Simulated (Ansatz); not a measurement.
# (InAs)1(MgSe)3 [001] superlattice, started as zinc blende: phonons and vibrational spectra

How does (InAs)1(MgSe)3 [001] superlattice, started as zinc blende vibrate, and is this structure a minimum?

Program: Ansatz 0.2.0. Level of theory: DFT PBEsol, scalar-relativistic, plane waves, PAW. Results are calculated unless marked as measured.

The structure was built from a prototype and need not be the compound's stable phase.

### 1. Starting point

It takes space group Pmm2 (No. 25, orthorhombic). The conventional cell has a = 4.195 Å, b = 4.195 Å, c = 11.865 Å, α = 90.00°, β = 90.00°, γ = 90.00°. Nearest to As lie 2 Mg at 2.57 Å and 2 In at 2.57 Å. In has 2 Se at 2.57 Å and 2 As at 2.57 Å nearest. Mg has 2 As at 2.57 Å and 2 Se at 2.57 Å nearest. Nearest to Mg lie 4 Se at 2.57 Å. Mg has 4 Se at 2.57 Å nearest. Nearest to Se lie 4 Mg at 2.57 Å. Farther neighbours and most contacts between anions are not listed.

### 2. Rough relaxation

A rough relaxation comes first, because large forces or stress need no tight tolerances yet.

input.yaml reads:

```yaml
crystal:
  lattice:
    - [2.96625, 2.96625, 0.0]
    - [-2.96625, 2.96625, 0.0]
    - [0.0, 0.0, 11.865]
  atoms:
    - { symbol: As, position: [0.5, 0.0, 0.125] }
    - { symbol: In, position: [0.0, 0.0, 0.0] }
    - { symbol: Mg, position: [0.5, 0.5, 0.25] }
    - { symbol: Mg, position: [0.0, 0.0, 0.5] }
    - { symbol: Mg, position: [0.5, 0.5, 0.75] }
    - { symbol: Se, position: [0.0, 0.5, 0.375] }
    - { symbol: Se, position: [0.5, 0.0, 0.625] }
    - { symbol: Se, position: [0.0, 0.5, 0.875] }
kpoints:
  mp_grid: { grid: [6, 6, 2] }
hamiltonian:
  xc: pbesol
scf:
  occupations: { method: gaussian, width: 0.1 }
output:
  forces: true
  stress: true
  eigenvalues: true
relax:
  adjacent_minimum: "off"
  f_tol: 0.05
  max_steps: 80
  cell: { stress_tol: 0.5 }
```

Started as:

```
$ ansatz run input.yaml --threads 8 --pin off --max-ram 14336MiB --backend cpu --events-out ev --progress --plain --runs-dir out
```

Numbers of over 12 decimals in the logs are rounded to 6 here.

What it wrote:

```text
The last accepted step is kept in <dir> (removed where the run ends without a failure and the disk answers)
Engine: ansatz 0.2.0, x86_64-unknown-linux-gnu
Pseudopotentials: kind: paw
Pseudopotential: As, paw, valence charge 15, recommended cutoff 420 eV (normal), As.paw.azcp
Pseudopotential: In, paw, valence charge 13, recommended cutoff 420 eV (normal), In.paw.azcp
[...]
- [-3.026822, 3.026822, 0]
    - [0, 0, 11.829322]
  atoms:
    - { symbol: As, position: [0.5, 0, 0.129648] }
    - { symbol: In, position: [0, 0, 0.00900082] }
    - { symbol: Mg, position: [0.500000, 0.500000, 0.251558] }
    - { symbol: Mg, position: [0, 0, 0.497731] }
    - { symbol: Mg, position: [0.500000, 0.500000, 0.742892] }
    - { symbol: Se, position: [0, 0.500000, 0.378192] }
    - { symbol: Se, position: [0.5, 0, 0.623503] }
    - { symbol: Se, position: [0, 0.500000, 0.867475] }
[key lines of the parts left out:]
SCF converged after 5 iterations
Free energy (F): -32354.303642 eV
Fermi energy:    6.120695 eV
P = ⅓ Tr σ = 0.0026 GPa (0.026 kbar)
```

Run time: 8.3 s. Hardware: 8 threads of AMD EPYC 9R45, shared host; peak memory 1.1 GiB; 60 s of CPU time.

Relaxation path:

```tsv
step	energy less that of the first step (eV)	largest force component (eV/Å)	pressure (GPa)	volume (Å³)
1	0.0000	1.4266	1.78	208.79
2	-0.1293	0.6885	-0.28	216.73
3	-0.1698	0.0881	-0.09	215.60
4	-0.1709	0.0123	0.00	215.21
5*	-0.1715	0.0122	0.00	215.21
```

Relaxation steps marked * repeat the geometry before them on a plane-wave basis chosen anew for their cell, so energy and pressure can jump there.

The run keeps the 4 symmetry operations that it works with, so distortions that break them were not tested.

```tsv
conventional cell, symmetrised	before	after	change
a (Å)	4.195	4.250	+1.3 %
b (Å)	4.195	4.281	+2.0 %
c (Å)	11.865	11.829	-0.3 %
volume (Å³/atom)	26.10	26.90	+3.1 %
```

The atoms that moved most (Å, as changes of fractional coordinates times the final cell):

```tsv
atom	dx	dy	dz	length
In2	0.000	0.000	0.106	0.106
Se8	0.000	0.000	-0.089	0.089
Mg5	0.000	0.000	-0.084	0.084
As1	0.000	0.000	0.055	0.055
Se6	0.000	0.000	0.038	0.038
Mg4	0.000	0.000	-0.027	0.027
Mg3	0.000	0.000	0.018	0.018
Se7	0.000	0.000	-0.018	0.018
```

Numbers from this step:

- pressure: 0.002644 GPa
- volume per atom: 26.90 Å³
- gap on the k-mesh: 0.7527 eV
- direct gap on mesh: 0.9984 eV

In this step the volume went from 26.10 to 26.90 Å³/atom.

### 3. Relaxation

The cell and atoms are relaxed, since residual forces and stress would shift the frequencies.

input.yaml reads:

```yaml
crystal:
  lattice:
    - [3.0053184049, 3.0053184049, 0.0]
    - [-3.0268217995, 3.0268217995, 0.0]
    - [0.0, 0.0, 11.8293219106]
  atoms:
    - { symbol: As, position: [0.5, 0.0, 0.1296483568] }
    - { symbol: In, position: [0.0, 0.0, 0.0090008248] }
    - { symbol: Mg, position: [0.5, 0.5, 0.2515576717] }
    - { symbol: Mg, position: [0.0, 0.0, 0.4977312323] }
    - { symbol: Mg, position: [0.5, 0.5, 0.7428921954] }
    - { symbol: Se, position: [0.0, 0.5, 0.3781924578] }
    - { symbol: Se, position: [0.5, 0.0, 0.6235027539] }
    - { symbol: Se, position: [0.0, 0.5, 0.8674745073] }
kpoints:
  mp_grid: { grid: [6, 6, 2] }
hamiltonian:
  xc: pbesol
scf:
  occupations: { method: gaussian, width: 0.02 }
output:
  forces: true
  stress: true
  eigenvalues: true
  write_density: true
  write_potential: true
  elf: true
  volumetric_format: npy
relax:
  adjacent_minimum: "off"
  f_tol: 0.005
  max_steps: 80
  cell: { stress_tol: 0.05 }
```

What it wrote:

```text
[...]
Crystal: 8 atoms, lattice volume = 215.212 Å³
Basis set: ecut = 420 eV, 4187 PW (Γ), exchange–correlation on 60×60×160 points (8 copies of the dense FFT grid, shifted against one another)
Bands: 64, of which v1, the nominal top of the filled ones, is band 53 counted from 1 (52 counted from 0)
Symmetry: 4 space group operations
[...]
k-points: 32 of 72
[...]
SCF iter   1: F=—  HF=-32354.311073 eV  |F-HF|=—  |Δ(HF+E_count)|=         —  Δρ=2.78e-3  dr2=2.74e-2  ethr=1.77e-3  ⟨swp⟩=6.7  Hψ=7999  notcnv=0  defer=14
[...]
SCF iter   7: F=-32354.303642 eV  HF=-32354.303642 eV  |F-HF|=1.20e-7  |Δ(HF+E_count)|=   1.34e-6  Δρ=6.31e-6  dr2=9.25e-8  ethr=9.43e-11  ⟨swp⟩=12.6  Hψ=15568  notcnv=0
SCF 1 converged in 7 iterations: F = -32354.303642 eV  dr2 = 9.25e-8
[...]
relax step   1: F+E_penalty+E_count = -32354.30364185 eV  Δ(F+E_penalty+E_count) = +0.000e0 eV  max|allowed force component| = 1.214e-2 eV/Å  Δτ_max = 0.0000 Å  P = +0.003 GPa  Ω = 215.212 Å³  (7 SCF iters, dr2 threshold 1.00e-7 eV, accepted)
Crystal: 8 atoms, lattice volume = 215.235 Å³
[...]
SCF iter   5: F=-32354.303673 eV  HF=-32354.303673 eV  |F-HF|=2.80e-9  |Δ(HF+E_count)|=   1.99e-8  Δρ=1.49e-6  dr2=8.08e-9  ethr=8.69e-12  ⟨swp⟩=8.5  Hψ=12115  notcnv=0
SCF 2 converged in 5 iterations: F = -32354.303673 eV  dr2 = 8.08e-9
relax step   2: F+E_penalty+E_count = -32354.30367302 eV  Δ(F+E_penalty+E_count) = -3.117e-5 eV  max|allowed force component| = 7.493e-3 eV/Å  Δτ_max = 0.0024 Å  P = -0.008 GPa  Ω = 215.235 Å³  energy of the carried Pulay correction = -2.087e-6 eV  (5 SCF iters, dr2 threshold 9.22e-9 eV, accepted)
Crystal: 8 atoms, lattice volume = 215.213 Å³
Basis set: ecut = 420 eV, 4195 PW (Γ), exchange–correlation on 60×60×160 points (8 copies of the dense FFT grid, shifted against one another)
[...]
SCF iter   5: F=-32354.303688 eV  HF=-32354.303688 eV  |F-HF|=1.93e-10  |Δ(HF+E_count)|=   2.40e-9  Δρ=5.97e-7  dr2=1.12e-9  ethr=3.31e-12  ⟨swp⟩=7.2  Hψ=10983  notcnv=0
SCF 3 converged in 5 iterations: F = -32354.303688 eV  dr2 = 1.12e-9
relax step   3: F+E_penalty+E_count = -32354.30368761 eV  Δ(F+E_penalty+E_count) = -1.459e-5 eV  max|allowed force component| = 1.236e-3 eV/Å  Δτ_max = 0.0008 Å  P = -0.003 GPa  Ω = 215.213 Å³  energy of the carried Pulay correction = -5.660e-8 eV  (5 SCF iters, dr2 threshold 3.51e-9 eV, accepted)
[...]
SCF iter   4: F=-32354.303687 eV  HF=-32354.303687 eV  |F-HF|=1.82e-11  |Δ(HF+E_count)|=   2.23e-8  Δρ=1.49e-7  dr2=5.42e-11  ethr=1.00e-12  ⟨swp⟩=5.1  Hψ=11258  notcnv=0
SCF 4 converged in 4 iterations: F = -32354.303687 eV  dr2 = 5.42e-11
relax step   4: F+E_penalty+E_count = -32354.30368745 eV  Δ(F+E_penalty+E_count) = +1.543e-7 eV  max|allowed force component| = 1.242e-3 eV/Å  Δτ_max = 0.0000 Å  P = -0.003 GPa  Ω = 215.213 Å³  stress off target by 7.58e-3 GPa  SCF on the basis re-selected at this cell (its energy is not comparable with the rows above)  (4 SCF iters)
basis re-selected at this cell: Δ(F+E_penalty+E_count) = +1.543e-7 eV, ΔP = -0.000 GPa vs the last step (what re-selecting the basis moved, of the pressure what is left beyond the Pulay correction that the steps carried, after the strain that the cell walked since its last selection, with what the two solves' SCF thresholds leave and, on support functions, any second-order correction that the steps lacked; it is no m [...]
SCF converged after 4 iterations
Free energy (F): -32354.303687 eV
[...]
Internal energy: -32354.303687 eV  (E = F + TS)
E sigma→0 (E₀):  -32354.303687 eV
Fermi energy:    6.112635 eV
[...]
--- Forces (eV/Å), atoms counted from 1 ---
  atom   1  As    -0.00000000    -0.00000000    -0.00022451
  atom   2  In    -0.00000000    -0.00000000    -0.00124209
  atom   3  Mg     0.00000000     0.00000000     0.00028359
  atom   4  Mg     0.00000000     0.00000000     0.00020686
  atom   5  Mg     0.00000000     0.00000000     0.00009453
  atom   6  Se    -0.00000000    -0.00000000    -0.00019711
  atom   7  Se    -0.00000000    -0.00000000    -0.00014986
  atom   8  Se     0.00000000     0.00000000     0.00122546
  max |Σ_I F_I| component: 3.12e-6 eV/Å
--- Stress (GPa, compression-positive) ---
        0.000011      -0.000293       0.000000
       -0.000293       0.000011      -0.000000
        0.000000      -0.000000      -0.007585
  P = ⅓ Tr σ = -0.0025 GPa (-0.025 kbar)
--- Band table (eV; the first three rows and the last of 32) ---
  k-point 0: bands = [... 49 lower, 4.1693, 4.8591, 5.1438, 5.4903, 6.4911, 7.6411, 8.4648, 8.7970, ... 7 higher]
  k-point 1: bands = [... 49 lower, 4.1630, 4.2932, 5.0936, 5.4555, 7.2272, 7.7404, 8.1510, 8.4185, ... 7 higher]
  k-point 2: bands = [... 49 lower, 4.2086, 4.6754, 4.7835, 5.1304, 7.3475, 8.0761, 8.6965, 9.3213, ... 7 higher]
  k-point 31: bands = [... 49 lower, 3.1975, 3.4011, 3.9871, 3.9920, 8.0412, 8.2753, 8.5537, 8.6524, ... 7 higher]
--- Relaxed structure (3 steps of the walk, 3 accepted, 1 SCFs on fresh bases) ---
[...]
cell:  # Å, volume = 215.2130 Å³
    - [3.006586, 3.006586, 0]
    - [-3.027809, 3.027809, 0]
    - [0, 0, 11.820514]
  atoms:
    - { symbol: As, position: [0.5, 0, 0.129810] }
    - { symbol: In, position: [0, 0, 0.00901373] }
    - { symbol: Mg, position: [0.5, 0.5, 0.251586] }
    - { symbol: Mg, position: [0, 0, 0.497662] }
    - { symbol: Mg, position: [0.5, 0.5, 0.742719] }
    - { symbol: Se, position: [0, 0.5, 0.378308] }
    - { symbol: Se, position: [0.5, 0, 0.623516] }
    - { symbol: Se, position: [0, 0.5, 0.867384] }
```

Wall time 6.7 s (8 threads); peak memory 1.1 GiB.

Little changed from the start: no atom moved by 0.005 Å and no cell edge by 0.1 %.

Numbers from this step:

| Property | Result |
| --- | --- |
| pressure | -0.002521 GPa |
| gap on the k-mesh | 0.7572 eV |
| direct gap on mesh | 1.001 eV |

ELF in the ac plane at fractional y = 0.000, with atoms of As and In and Mg and Se within 0.2 Å of it. It is the smooth field of the valence electrons, not physical close to the nuclei.

Ten even steps from '_' (0.00) to '@' (0.84), each cell a mean:
```
__..::::------------::--::..
::::::::::..____....::::::::
........______________......
____________________________
____________......__________
______..::==++**++--..______
____..==**%%%%@@%%##**--..__
__..==##%%@@%%%%%%@@%%**--..
..--##@@@@##--::++%%@@%%++::
__::##@@@@%%++==**@@@@@@++..
::::..**@@@@@@@@@@@@@@==..::
--==::..**%%%%%%%%%%==..--==
====::__..----==--::..__--==
....______________________..
____________________________
____________________________
__________....::..__________
______..::++******==::______
____..==**%%%%%%%%##++--..__
__..--++####**++**##**++::..
::::++**##++::::--**##**==::
::--==**##**----==####**--::
....::==######**##%%**--::..
____::--==**********--::..__
```
Columns run along a (4.3 Å), rows up along c (11.8 Å). Atoms in or near the plane, at fractional coordinates: As at (0.50, 0.13), In at (0.00, 0.01), Mg at (0.00, 0.50), Se at (0.50, 0.62).

Valence density in the ac plane at fractional y = 0.000, with atoms of As and In and Mg and Se within 0.2 Å of it. It is the smooth field of the valence electrons, not physical close to the nuclei.

Ten steps, logarithmic in the rise over the least value, from '0' (0 e/Å³) to '9' (29 e/Å³), each cell a mean:
```
65310000001246
22100000000012
00000000000000
00000000000000
00000000000000
00000000000000
00000111110000
00011345421000
00012689842100
00112589742100
43111233221113
97300111110158
86200000000047
21000000000001
00000000000000
00000000000000
00000000000000
00000000000000
00000111110000
00011356421000
00112689842100
21112478632112
65321222221245
87421111111357
```
Columns run along a (4.3 Å), rows up along c (11.8 Å). Atoms in or near the plane, at fractional coordinates: As at (0.50, 0.13), In at (0.00, 0.01), Mg at (0.00, 0.50), Se at (0.50, 0.62).

Electrostatic potential energy in the ac plane at fractional y = 0.000, with atoms of As and In and Mg and Se within 0.2 Å of it. With pseudopotentials it is smooth inside the atoms' cores, unlike the true potential.

Values in eV, 24 rows by 14 columns, each cell a mean:
```
-35 -32 -20  -4   5   8   9   9   9   7   3  -9 -26 -34
-12  -8  -1   4   7   9   9  10   9   8   6   3  -4 -10
  6   6   7   8   9   9  10  10  10   9   9   8   7   6
  9   9   9   9  10  10  10  10  10  10   9   9   9   9
 10  10  10  10  10  10   9   9  10  10  10  10  10  10
 10  10  10  10  10   9   9   9   9   9  10  10  10  10
 10  10  10   9   8   6   3   2   4   7   9  10  10  10
 10  10   9   7   1  -9 -12 -11 -11  -6   4   8  10  10
  8   8   8   4 -10 -10  -3   0  -5 -13  -4   6   8   8
  3   4   5   3  -8 -12  -5  -3  -7 -13  -3   5   5   4
-19 -13  -2   3   3  -4  -9 -10  -8  -1   3   2  -6 -16
-37 -35 -17   0   5   7   6   6   7   6   3  -4 -26 -37
-36 -32 -13   0   5   8   9   9   9   7   4  -3 -22 -34
-10  -6   1   5   7   9   9   9   9   8   6   3  -2  -8
  6   6   7   8   9   9  10  10   9   9   9   8   7   6
  9   9   9  10  10  10  10  10  10  10  10  10   9   9
 10  10  10  10  10  10  10  10  10  10  10  10  10  10
 10  10  10  10  10   9   9   9   9  10  10  10  10  10
 10  10  10   9   7   4   1   0   2   6   8   9  10  10
 10  10   9   6  -1  -8  -4  -1  -6  -7   2   8   9  10
  7   7   7   3  -9  -2  10  10   9  -8  -4   5   7   7
 -6  -3   2   2  -6  -8   3   6   0 -10  -2   3   0  -4
-34 -30 -17  -3   2  -2  -6  -7  -5   0   1  -7 -23 -32
-37 -37 -29  -9   4   7   7   7   7   6   1 -16 -34 -37
```
Columns run along a (4.3 Å; values clipped at the 3rd and 97th percentile), rows up along c (11.8 Å). Atoms in or near the plane, at fractional coordinates: As at (0.50, 0.13), In at (0.00, 0.01), Mg at (0.00, 0.50), Se at (0.50, 0.62).

In this step the volume went from 26.90 to 26.90 Å³/atom.

### 4. Tight relaxation

Phonons need a cell at rest on their own settings, so the relaxation is repeated with tight tolerances on forces and stress on the k mesh and occupations of the first response run.

input.yaml reads:

```yaml
crystal:
  lattice:
    - [3.0065863374, 3.0065863374, 0.0]
    - [-3.0278085222, 3.0278085222, 0.0]
    - [0.0, 0.0, 11.8205143031]
  atoms:
    - { symbol: As, position: [0.5, 0.0, 0.1298103857] }
    - { symbol: In, position: [0.0, 0.0, 0.009013734] }
    - { symbol: Mg, position: [0.5, 0.5, 0.2515861507] }
    - { symbol: Mg, position: [0.0, 0.0, 0.4976623044] }
    - { symbol: Mg, position: [0.5, 0.5, 0.7427192675] }
    - { symbol: Se, position: [0.0, 0.5, 0.3783080439] }
    - { symbol: Se, position: [0.5, 0.0, 0.623515877] }
    - { symbol: Se, position: [0.0, 0.5, 0.8673842368] }
kpoints:
  mp_grid: { grid: [8, 8, 2] }
hamiltonian:
  xc: pbesol
scf:
  occupations: { method: fixed }
output:
  forces: true
  stress: true
  eigenvalues: true
relax:
  adjacent_minimum: "off"
  f_tol: 0.001
  max_steps: 60
  cell: { stress_tol: 0.01 }
```

What it wrote:

```text
[...]
Crystal: 8 atoms, lattice volume = 215.213 Å³
Basis set: ecut = 420 eV, 4195 PW (Γ), exchange–correlation on 60×60×160 points (8 copies of the dense FFT grid, shifted against one another)
Bands: 64, of which v1, the nominal top of the filled ones, is band 53 counted from 1 (52 counted from 0)
Symmetry: 4 space group operations
[...]
k-points: 50 of 128
[...]
- [3.005590, 3.005590, 0]
    - [-3.027071, 3.027071, 0]
    - [0, 0, 11.826107]
  atoms:
    - { symbol: As, position: [0.5, 0, 0.129756] }
    - { symbol: In, position: [0, 0, 0.0089447] }
    - { symbol: Mg, position: [0.5, 0.5, 0.251615] }
    - { symbol: Mg, position: [0, 0, 0.497689] }
    - { symbol: Mg, position: [0.5, 0.5, 0.742710] }
    - { symbol: Se, position: [0, 0.5, 0.378346] }
    - { symbol: Se, position: [0.5, 0, 0.623542] }
    - { symbol: Se, position: [0, 0.5, 0.867396] }
[key lines of the parts left out:]
SCF converged after 6 iterations
Free energy (F): -32354.309070 eV
Fermi energy:    5.736785 eV
P = ⅓ Tr σ = 0.0015 GPa (0.015 kbar)
```

The job ended after 10 s (8 threads; peak memory 1.2 GiB).

Little changed from the start: no atom moved by 0.005 Å and no cell edge by 0.1 %.

Numbers from this step:

```yaml
pressure: 0.001495 GPa
gap_on_the_k_mesh: 0.7552 eV
direct_gap_on_mesh: 1.0000 eV
```

The largest force component left is 0.67 meV/Å and the pressure is 0.001 GPa, within the tolerances set. The cell now holds 26.90 Å³/atom.

(Part 1 of 2 ends here.)

[Logs are printed without paths, hosts, clocks, repeated set-up lines and the standing remarks that a program may print on its own settings, such as how far it seeks lower states.]

[Hosts, paths, dates, database ids (printed as entryN), source tags and the programs' standing remarks are cut or masked in the printed files.]
